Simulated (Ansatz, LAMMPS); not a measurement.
# Forces and charges in liquid (Cs,Li)F at 1300 K (112 atoms)

Aim: energy, forces, charges and density of states of liquid (Cs,Li)F at 1300 K (112 atoms) at a fixed geometry.

Calculated with Ansatz 0.2.0; Kohn-Sham DFT, PBEsol, PAW (set soft_2), plane waves.

**1. Set-up**

The cell holds 112 atoms: 22 Cs, 34 Li and 56 F. Cell: a = 13.660 Å, b = 13.660 Å, c = 13.660 Å, α = 90.0°, β = 90.0°, γ = 90.0°. 112 atoms (22 Cs, 34 Li, 56 F) placed at random at 2.94 g/cm³, melted at 1600 K for 10 ps at fixed volume with the Lennard-Jones and Coulomb ion parameters for SPC/E (Joung and Cheatham, J. Phys. Chem. B 112, 9020 (2008)), full charges. Snapshot at the end of a hold of 15 ps at 1300 K and zero pressure.

What the set-up can't give: The network of bonds at the start is that of the classical potential that made the cell, and needn't be the one that DFT or experiment would give. The ion parameters were fitted for water, not for melts, so the density of this cell may lie well off the real melt's. Only the Γ point is sampled, in a cell whose shortest periodic width is 14 Å. The levels lack spin–orbit coupling, which is large for the heavy elements here.

**2. The classical run that made the cell**

A classical potential supplies the starting structure, since it reaches far longer times than DFT.

This step: classical MD, Lennard-Jones and Coulomb ion parameters for SPC/E (Joung and Cheatham, J. Phys. Chem. B 112, 9020 (2008)), full charges (LAMMPS 22 Jul 2025 - Update 4).

in.lmp

```
# melt-quench of Cs22Li34F56
units metal
atom_style charge
boundary p p p
region box block 0 13.3664 0 13.3664 0 13.3664
create_box 3 box
mass 1 132.9055   # Cs
mass 2 6.9400   # Li
mass 3 18.9984   # F
create_atoms 1 random 22 760051 NULL overlap 2.0 maxtry 2000
create_atoms 2 random 34 760058 NULL overlap 2.0 maxtry 2000
create_atoms 3 random 56 760065 NULL overlap 2.0 maxtry 2000
pair_style lj/cut/coul/long 9.0
pair_modify mix arithmetic tail yes
pair_coeff 1 1 0.003897 3.6010   # Cs
pair_coeff 2 2 0.014602 1.4094   # Li
pair_coeff 3 3 0.000321 4.0215   # F
set type 1 charge 1
set type 2 charge 1
set type 3 charge -1
kspace_style pppm 1.0e-4
neigh_modify delay 0 every 1 check yes
thermo_style custom step time temp pe press density
thermo_modify norm yes
timestep 0.002
thermo 100
min_style cg
minimize 1e-4 1e-4 200 2000
reset_timestep 0
velocity all create 1600 760052 mom yes dist gaussian
fix lim all nve/limit 0.05
fix lan all langevin 1600 1600 0.2 760053 zero yes
thermo 500
run 1000 post no
# [... 34 lines left out ...]
compute msd all msd com yes
thermo 1875
fix md all npt temp 900 900 0.2 iso 0 0 2
run 7500 post no
print "== T900: mean square displacement over the hold $(c_msd[4]:%.2f) A^2"
unfix md
uncompute msd
write_dump all custom T900.dump id type xs ys zs modify sort id
```

The run is started by

```console
$ lmp -in in.lmp -log none -nocite
```

Numbers of over 12 decimals in the logs are rounded to 6 here.

What it wrote:

```text
LAMMPS (22 Jul 2025 - Update 4)
Created orthogonal box = (0 0 0) to (13.3664 13.3664 13.3664)
Created 22 atoms
Created 34 atoms
Created 56 atoms
PPPM initialization ...
  G vector (1/distance) = 0.31721201
  grid = 10 10 10
  estimated relative force accuracy = 5.8921855e-05
   Step          Time           Temp          PotEng         Press         Density
         0   0              0              0.19363269     454305.53      2.9370285
        79   0.158          0             -4.6666022     -10600.669      2.9370285
Loop time of 0.249523 s on 1 MPI rank(s) for 79 steps with 112 atoms
Minimization stats:
  Stopping criterion = energy tolerance
[... 50 lines left out ...]
== T1000: mean square displacement over the hold 13.59 A^2
   Step          Time           Temp          PotEng         Press         Density
[... 5 lines left out ...]
Loop time of 4.25468 s on 1 MPI rank(s) for 2500 steps with 112 atoms
   Step          Time           Temp          PotEng         Press         Density
[... 2 lines left out ...]
     31875   63.75          900.33912     -4.6325126     -1183.4091      3.1200684
     33750   67.5           955.04884     -4.6070278     -4430.8763      2.9558001
     35625   71.25          1017.6517     -4.6120677     -406.7189       3.0709994
     36000   72             848.23524     -4.6177192     -2200.218       3.083738
Loop time of 11.2114 s on 1 MPI rank(s) for 7500 steps with 112 atoms
== T900: mean square displacement over the hold 7.18 A^2
```

Run time: 48 s. Hardware: 1 thread of Intel Xeon at 2.80GHz (Skylake/Cascade Lake), shared host; peak memory 0.35 GiB.

**3. Plane-wave single point**

The electrons are solved once, with the atoms held.

input.yaml

```yaml
crystal:
  lattice:
    - [13.65976, 0.0, 0.0]
    - [0.0, 13.65976, 0.0]
    - [0.0, 0.0, 13.65976]
  atoms:
    - { symbol: Cs, position: [0.33338, 0.31271, 0.11541] }
    - { symbol: Cs, position: [0.03539, 0.91621, 0.79948] }
    - { symbol: Cs, position: [0.91531, 0.50707, 0.81802] }
    - { symbol: Cs, position: [0.72285, 0.833, 0.84925] }
    - { symbol: Cs, position: [0.66382, 0.08894, 0.68444] }
    - { symbol: Cs, position: [0.74922, 0.23703, 0.28286] }
    - { symbol: Cs, position: [0.19458, 0.68875, 0.35835] }
    - { symbol: Cs, position: [0.01819, 0.23354, 0.12158] }
    - { symbol: Cs, position: [0.0949, 0.28038, 0.79018] }
    - { symbol: Cs, position: [0.92718, 0.93819, 0.46842] }
    - { symbol: Cs, position: [0.23555, 0.31089, 0.45592] }
    - { symbol: Cs, position: [0.22706, 0.99862, 0.93034] }
    - { symbol: Cs, position: [0.15261, 0.10742, 0.29403] }
    - { symbol: Cs, position: [0.61308, 0.78519, 0.22244] }
    - { symbol: Cs, position: [0.90146, 0.23723, 0.47383] }
    - { symbol: Cs, position: [0.49858, 0.50698, 0.40239] }
    - { symbol: Cs, position: [0.57502, 0.07598, 0.05201] }
    - { symbol: Cs, position: [0.02066, 0.7295, 0.60765] }
    - { symbol: Cs, position: [0.30394, 0.7209, 0.02451] }
    - { symbol: Cs, position: [0.36763, 0.8898, 0.33884] }
    - { symbol: Cs, position: [0.27859, 0.51989, 0.66329] }
    - { symbol: Cs, position: [0.46068, 0.83486, 0.68998] }
    - { symbol: Li, position: [0.74679, 0.30134, 0.75937] }
    - { symbol: Li, position: [0.22391, 0.45828, 0.87132] }
    - { symbol: Li, position: [0.49665, 0.1699, 0.27357] }
    - { symbol: Li, position: [0.84431, 0.83818, 0.07851] }
    - { symbol: Li, position: [0.45464, 0.572, 0.20859] }
    - { symbol: Li, position: [0.6396, 0.50729, 0.85794] }
    - { symbol: Li, position: [0.37814, 0.19462, 0.82352] }
    - { symbol: Li, position: [0.76054, 0.84855, 0.59056] }
    - { symbol: Li, position: [0.97939, 0.61485, 0.16102] }
    - { symbol: Li, position: [0.02989, 0.76915, 0.98015] }
    - { symbol: Li, position: [0.64149, 0.62435, 0.08339] }
    - { symbol: Li, position: [0.84365, 0.63579, 0.39228] }
    - { symbol: Li, position: [0.40514, 0.40361, 0.89612] }
    - { symbol: Li, position: [0.88056, 0.04212, 0.94998] }
    - { symbol: Li, position: [0.75461, 0.50757, 0.53543] }
    - { symbol: Li, position: [0.52859, 0.81202, 0.00463] }
    - { symbol: Li, position: [0.66145, 0.63731, 0.69603] }
    - { symbol: Li, position: [0.2316, 0.85896, 0.57154] }
    - { symbol: Li, position: [0.96227, 0.45838, 0.31082] }
    - { symbol: Li, position: [0.46445, 0.61279, 0.92086] }
    - { symbol: Li, position: [0.13488, 0.66868, 0.87311] }
    - { symbol: Li, position: [0.51485, 0.24348, 0.58727] }
    - { symbol: Li, position: [0.18703, 0.43118, 0.30424] }
    - { symbol: Li, position: [0.83152, 0.03902, 0.19313] }
    - { symbol: Li, position: [0.61126, 0.31944, 0.01172] }
    - { symbol: Li, position: [0.34906, 0.08278, 0.45642] }
    - { symbol: Li, position: [0.07716, 0.87507, 0.15982] }
    - { symbol: Li, position: [0.58521, 0.0683, 0.44854] }
    - { symbol: Li, position: [0.14934, 0.06287, 0.61239] }
    - { symbol: Li, position: [0.96955, 0.44055, 0.54759] }
    - { symbol: Li, position: [0.78644, 0.17102, 0.93169] }
    - { symbol: Li, position: [0.72875, 0.50121, 0.24398] }
    - { symbol: Li, position: [0.52934, 0.40664, 0.6788] }
    - { symbol: Li, position: [0.13559, 0.49972, 0.05026] }
    - { symbol: F, position: [0.93272, 0.12233, 0.30551] }
    - { symbol: F, position: [0.34323, 0.9512, 0.5146] }
    - { symbol: F, position: [0.12615, 0.36687, 0.98719] }
    - { symbol: F, position: [0.86253, 0.91478, 0.66611] }
    - { symbol: F, position: [0.71757, 0.97844, 0.521] }
    - { symbol: F, position: [0.47376, 0.13, 0.50456] }
    - { symbol: F, position: [0.58926, 0.24289, 0.14653] }
    - { symbol: F, position: [0.73252, 0.51005, 0.39561] }
    - { symbol: F, position: [0.69787, 0.24496, 0.50718] }
    - { symbol: F, position: [0.9173, 0.90583, 0.97042] }
    - { symbol: F, position: [0.81508, 0.10448, 0.06623] }
    - { symbol: F, position: [0.17149, 0.10174, 0.74413] }
    - { symbol: F, position: [0.8529, 0.61814, 0.2407] }
    - { symbol: F, position: [0.4235, 0.04368, 0.81597] }
    - { symbol: F, position: [0.33774, 0.47122, 0.30877] }
    - { symbol: F, position: [0.4958, 0.769, 0.87635] }
    - { symbol: F, position: [0.49114, 0.9015, 0.11981] }
    - { symbol: F, position: [0.27301, 0.61242, 0.86723] }
    - { symbol: F, position: [0.59722, 0.54269, 0.21333] }
    - { symbol: F, position: [0.12698, 0.01387, 0.10789] }
    - { symbol: F, position: [0.07705, 0.62034, 0.01601] }
    - { symbol: F, position: [0.18044, 0.29799, 0.26204] }
    [... 28 atom lines left out ...]
    - { symbol: F, position: [0.1208, 0.52182, 0.2064] }
    - { symbol: F, position: [0.98182, 0.76509, 0.11445] }
    - { symbol: F, position: [0.10696, 0.90994, 0.60074] }
    - { symbol: F, position: [0.4431, 0.39841, 0.55527] }
    - { symbol: F, position: [0.48059, 0.48683, 0.81458] }
    - { symbol: F, position: [0.37126, 0.13162, 0.29303] }
kpoints:
  mp_grid: { grid: [1, 1, 1] }
hamiltonian:
  xc: pbesol
scf:
  occupations: { method: fermi_dirac, width: 0.05 }
output:
  forces: true
  stress: true
  populations: intrinsic
  dos:
    method: { smearing: { sigma: 0.08 } }
    de: 0.1
    projected: { site_lists: { Cs: [Cs], F: [F], Li: [Li] } }
  eigenvalues: true
  write_density: true
  write_potential: true
  volumetric_format: npy
```

The run is started by

```console
$ ansatz run input.yaml --threads 8 --pin off --max-ram 15872MiB --backend cpu --events-out ev --progress --plain --runs-dir out
```

What it wrote:

```text
Engine: ansatz 0.2.0, x86_64-unknown-linux-gnu
Pseudopotentials: kind: paw
Pseudopotential: Cs, paw, valence charge 9, recommended cutoff 420 eV (normal), Cs.paw.azcp
Pseudopotential: Li, paw, valence charge 3, recommended cutoff 420 eV (normal), Li.paw.azcp
Pseudopotential: F, paw, valence charge 7, recommended cutoff 420 eV (normal), F.paw.azcp
[... 3 lines on functional and potentials left out ...]
Crystal: 112 atoms, lattice volume = 2548.762 Å³
Basis set: ecut = 420 eV, 49941 PW (Γ), exchange–correlation on 192×192×192 points (8 copies of the dense FFT grid, shifted against one another)
Bands: 458, of which v1, the nominal top of the filled ones, is band 346 counted from 1 (345 counted from 0)
Symmetry: 1 space group operations
Space group: P1 (ITA 1), of the structure as read, at distance tolerance 1.4e-4 Å
k-points: 1
[... 9 lines on functional and potentials left out ...]
Initial density: superposition of atomic densities (neutral atoms: chi_scale 0, normalization atom), corrected by the library's trained network
Initial wavefunctions: pseudopotential atomic-orbital guess
Functional: x = pbesol(κ = 0.804, μ = 0.123457), c = pbesol(β = 0.046)
SCF iter   1: F=—  HF=-174741.557533 eV  |F-HF|=—  |Δ(HF+E_count)|=         —  Δρ=8.15e-3  dr2=1.12e0  ethr=1.77e-3  ⟨swp⟩=6.0  Hψ=2012  notcnv=0  defer=87
preconditioner: auto → Resta (q_TF=auto, 2.195 Å⁻¹)  ε∞=2.7  [insulator: Δε(μ)=3.594 eV  Ē_g=14.039 eV  σ=0.050 eV  W_gap=1.00  n_scr=460 (ndim 8)  ℏωp=18.3 eV  f_vac=0.240  D(μ)=0.00/eV (n_scr^D=0)  ε∞_Penn≈2.7]
SCF iter   2: F=—  HF=-174741.279904 eV  |F-HF|=—  |Δ(HF+E_count)|=   2.78e-1  Δρ=2.73e-3  dr2=1.15e-1  ethr=1.62e-4  ⟨swp⟩=2.0  Hψ=845  notcnv=0  defer=105
SCF iter   3: F=—  HF=-174741.253807 eV  |F-HF|=—  |Δ(HF+E_count)|=   2.61e-2  Δρ=6.07e-4  dr2=1.58e-2  ethr=1.66e-5  ⟨swp⟩=2.0  Hψ=649  notcnv=0  defer=105
SCF iter   4: F=—  HF=-174741.254610 eV  |F-HF|=—  |Δ(HF+E_count)|=   8.03e-4  Δρ=3.28e-4  dr2=2.72e-3  ethr=2.28e-6  ⟨swp⟩=2.0  Hψ=706  notcnv=0  defer=105
SCF iter   5: F=—  HF=-174741.254684 eV  |F-HF|=—  |Δ(HF+E_count)|=   7.37e-5  Δρ=1.64e-4  dr2=6.68e-4  ethr=3.94e-7  ⟨swp⟩=2.0  Hψ=665  notcnv=0  defer=105
SCF iter   6: F=—  HF=-174741.254747 eV  |F-HF|=—  |Δ(HF+E_count)|=   6.28e-5  Δρ=3.99e-5  dr2=4.74e-5  ethr=9.65e-8  ⟨swp⟩=2.0  Hψ=592  notcnv=0  defer=105
SCF iter   7: F=—  HF=-174741.255638 eV  |F-HF|=—  |Δ(HF+E_count)|=   8.92e-4  Δρ=3.42e-5  dr2=2.15e-5  ethr=6.85e-9  ⟨swp⟩=2.0  Hψ=804  notcnv=0  defer=105
SCF iter   8: F=—  HF=-174741.255641 eV  |F-HF|=—  |Δ(HF+E_count)|=   2.32e-6  Δρ=4.51e-6  dr2=7.78e-7  ethr=3.11e-9  ⟨swp⟩=2.0  Hψ=664  notcnv=0  defer=105
SCF iter   9: F=—  HF=-174741.255642 eV  |F-HF|=—  |Δ(HF+E_count)|=   1.52e-6  Δρ=2.69e-6  dr2=1.55e-7  ethr=1.12e-10  ⟨swp⟩=2.0  Hψ=651  notcnv=0  defer=105
SCF iter  10: F=-174741.255642 eV  HF=-174741.255642 eV  |F-HF|=2.21e-8  |Δ(HF+E_count)|=   1.32e-7  Δρ=2.04e-6  dr2=7.29e-8  ethr=1.45e-11  ⟨swp⟩=19.0  Hψ=3805  notcnv=0
SCF 1 converged in 10 iterations: F = -174741.255642 eV  dr2 = 7.29e-8
  greatest PAW one-centre occupation: 1.000 electrons in one spin orbital (limit 2), on the Li atom at site 34 (counted from 0), in its partial waves of l = 0
WARN: The input density's exchange-correlation potential varies sharply where the density is thin. Do not read a vacuum level from v_tot or v_xc, or from such a field of the output density. On a cell that repeats whose density bears no net charge and no dipole along the vacuum's axis use v_es (v_loc + v_h of the components); [...]
SCF converged after 10 iterations
Free energy (F): -174741.255642 eV
Harris-Foulkes:  -174741.255642 eV  (|F-HF|=2.21e-8)
Internal energy: -174741.255642 eV  (E = F + TS)
E sigma→0 (E₀):  -174741.255642 eV
Fermi energy:    2.457979 eV
--- Per-component energies (eV) ---
  E_band       = -7017.639021
  E_kinetic    = 15393.299334
  E_local      = -56735.430732  (includes V_loc(G=0)·N_el)
  E_nonlocal   = 3681.518980
  E_hartree    = 22069.294772
  E_xc         = -8590.316247
  E_vxc        = -8953.641268  (∫ρ·V_xc dr)
  E_paw        = -121131.572880  (= ΣΔE_a)
  E_vpaw       = -4542.088120  (= ΣTr[D̂ρ^β])
  E_aug_tail   = 0.113825  (compensation charges beyond the density's cutoff)
  E_ewald      = -29433.711003
  E_core_change = 5.548309  (= ΣΔE_core)
  E_smearing   = -0.000000  (= −TS)
  E_closure    = 0.000000  (closes the sum)
  Σ components = -174741.255642   (vs F -174741.255642, Δ=0.00e0)
--- Forces (eV/Å), atoms counted from 1 ---
  atom   1  Cs     0.10660503    -0.10101422     0.06645193
  atom   2  Cs    -1.50987846     1.28523888    -1.18592987
  atom   3  Cs     0.40127343    -0.19006198     0.14067799
  atom   4  Cs     0.58969237     0.05838259     0.50973641
  atom   5  Cs     0.14460761    -0.33855400    -0.19122200
  atom   6  Cs    -0.53769862     0.19975599    -0.29455958
  atom   7  Cs     0.16577477    -0.18501174    -0.21907876
  atom   8  Cs    -0.35311877     0.23758605    -0.59282064
  atom   9  Cs    -0.30018975    -0.20647162     0.17841626
  atom  10  Cs    -0.48845753     0.17337061    -0.26305431
  atom  11  Cs     0.02372075    -0.05494157     0.83547256
  atom  12  Cs     0.64329750     0.63464359     0.08358260
  atom  13  Cs     0.04837696    -0.93194132     0.07372326
  atom  14  Cs     0.28932365     0.28799504     0.78492204
[...]
atom 111  F      0.40279643     0.16746231    -0.33376753
  atom 112  F      0.30056688     0.06597584     0.45830692
  max |Σ_I F_I| component: 5.41e-5 eV/Å
--- Stress (GPa, compression-positive) ---
       -3.431033      -0.325648       0.349106
       -0.325647      -3.054334       0.393285
        0.349106       0.393285      -2.928997
  P = ⅓ Tr σ = -3.1381 GPa (-31.381 kbar)
--- Band table (eV) ---
  k-point 0: bands = ["-43.5353", "-43.4830", "-43.3846", "-43.3599", [... 442 levels ...], "8.9926", "9.0621", "9.0996", "9.1060", "9.1536", "9.1705", "9.1959", "9.2294", "9.2459", "9.2851", "9.3136", "9.3205"]
--- intrinsic populations: 112 sites ---
  site symbol       q [e]
     0     Cs      8.0648
     1     Cs      8.0613
     2     Cs      8.0621
[...]
111      F      7.8455
  spilling = 0.000000 (of n_electrons = 692.000000)
```

It took 15 s on 8 threads of Intel Xeon Platinum 8488C (Sapphire Rapids), shared host; peak memory 3.6 GiB; 1.9 min of CPU time.

In the SCF lines HF is the Harris–Foulkes energy and dr2 the Hartree energy of the density residual, in eV; the loop may stop once dr2 is under the threshold and the program's other checks hold. Hψ counts applications of the Hamiltonian.

The program notes that the exchange-correlation potential is rough where the density is thin.

The run gave:

```yaml
free_energy: -174741.2556 eV
free_energy_per_atom: -1560.1898 eV/atom
scf_cycles: 10
pressure: -3.138 GPa
r_m_s_force_component: 0.5018 eV/Å
longest_force: 2.31 eV/Å
fermi_energy: 2.458 eV
spacing_of_highest_filled_and_lowest_empty_level: 3.769 eV
```

Length of the force by element:

| element | coordination | atoms | mean length of the force (eV/Å) | spread | least | most |
| --- | --- | --- | --- | --- | --- | --- |
| Cs | all | 22 | 0.752 | 0.452 | 0.161 | 2.31 |
| F | all | 56 | 0.829 | 0.412 | 0.0554 | 2.30 |
| Li | all | 34 | 0.692 | 0.317 | 0.120 | 1.46 |

Intrinsic-atomic-orbital charges by element:

| element | coordination | atoms | mean charge (e) | spread | least | most |
| --- | --- | --- | --- | --- | --- | --- |
| Cs | all | 22 | 0.936 | 0.0131 | 0.911 | 0.960 |
| F | all | 56 | -0.844 | 0.0198 | -0.885 | -0.803 |
| Li | all | 34 | 0.784 | 0.0175 | 0.739 | 0.812 |

States in the cell by windows of 1 eV, zero at the Fermi level; the larger projections on atomic orbitals stand beside the total:

| from (eV) | to (eV) | total | F p | Cs p | Li s | Cs s |
| --- | --- | --- | --- | --- | --- | --- |
| -10 | -9 | 8.2 | 0.2 | 7.9 | 0.0 | 0.0 |
| -9 | -8 | 71.4 | 3.0 | 67.4 | 0.4 | 0.3 |
| -8 | -7 | 46.7 | 2.7 | 43.5 | 0.2 | 0.2 |
| -7 | -6 | 5.7 | 0.5 | 5.1 | 0.0 | 0.0 |
| -6 | -5 | 2.2 | 2.1 | 0.0 | 0.1 | 0.0 |
| -5 | -4 | 81.2 | 76.5 | 1.1 | 1.9 | 0.4 |
| -4 | -3 | 172.5 | 164.0 | 3.5 | 1.5 | 0.9 |
| -3 | -2 | 75.7 | 72.4 | 1.8 | 0.3 | 0.3 |
| -2 | -1 | 4.4 | 4.3 | 0.1 | 0.0 | 0.0 |
| -1 | 1 | 0.0 | 0.0 | 0.0 | 0.0 | 0.0 |
| 1 | 2 | 1.8 | 0.0 | 0.0 | 0.5 | 1.0 |
| 2 | 3 | 7.8 | 0.4 | 0.2 | 2.1 | 3.8 |
| 3 | 4 | 31.6 | 1.3 | 0.4 | 10.0 | 8.9 |
| 4 | 5 | 54.6 | 1.3 | 0.3 | 10.3 | 7.9 |

The curve was stored every 0.100 eV, coarse against its broadening of 0.08 eV, so these counts are rough.

Between -26 and -10 eV lie 156 more states.

About 68 of the 692 electrons lie in deeper levels, below the stored range.

The levels nearest the highest filled one (over half full), pooled over k-points and spins:

| level less the highest filled one (eV) | occupation |
| --- | --- |
| -0.495 | 2 |
| -0.418 | 2 |
| -0.324 | 2 |
| -0.181 | 2 |
| -0.0798 | 2 |
| 0 | 2 |
| 3.77 | 0 |
| 4.46 | 0 |
| 4.69 | 0 |
| 4.77 | 0 |
| 4.80 | 0 |
| 4.92 | 0 |

Electrostatic potential energy in the ac plane at fractional y = 0.508, with atoms of Cs and Li and F within 0.2 Å of it. With pseudopotentials it is smooth inside the atoms' cores, unlike the true potential.

Ten even steps from '0' (-28 eV) to '9' (8 eV), each cell a mean:
```
999988888999966999999200599999999999999
999999888899999999999988888999999888888
899999886688999999999986324789998743357
799999987788999997336985102789987312213
799413798888999994004997657899986212212
898100698877889999779999888999998522235
999878986322358999999999999999999877778
999999973122126899999998999999999999889
999999873122126899999930059999999999988
889999887433468999999930059887788999888
889999988877889999999998899730158999888
899999998888999999888999999731268999888
999999988899999886433578999987889999789
999999888999999862122148999522799999999
999988888999999861222137998100399999999
888888888899868974222368999755899998877
788998888999404998777899999878899998766
889977899999988988889998897312689999877
899300399999999887789940387312689999988
999511599999999887889975798877899999998
999988899999999988899999999999999999999
998865678999999999999999999999999999999
998610158999999999999989999999999999999
998753478999944899999300699999999999999
```
Columns run along a (13.7 Å; values clipped at the 3rd and 97th percentile), rows up along c (13.7 Å). Atoms in or near the plane, at fractional coordinates: Cs at (0.92, 0.82), Cs at (0.50, 0.40), Cs at (0.28, 0.66), Li at (0.64, 0.86), Li at (0.75, 0.54), Li at (0.73, 0.24), Li at (0.14, 0.05), F at (0.73, 0.40), F at (0.60, 0.62), F at (0.58, 0.99), F at (0.12, 0.21).

[end of part 1 of 2]

[Logs are printed without paths, hosts, clocks, repeated set-up lines and the standing remarks that a program may print on its own settings, such as how far it seeks lower states.]

[Hosts, paths, dates, database ids (printed as entryN), source tags and the programs' standing remarks are cut or masked in the printed files.]
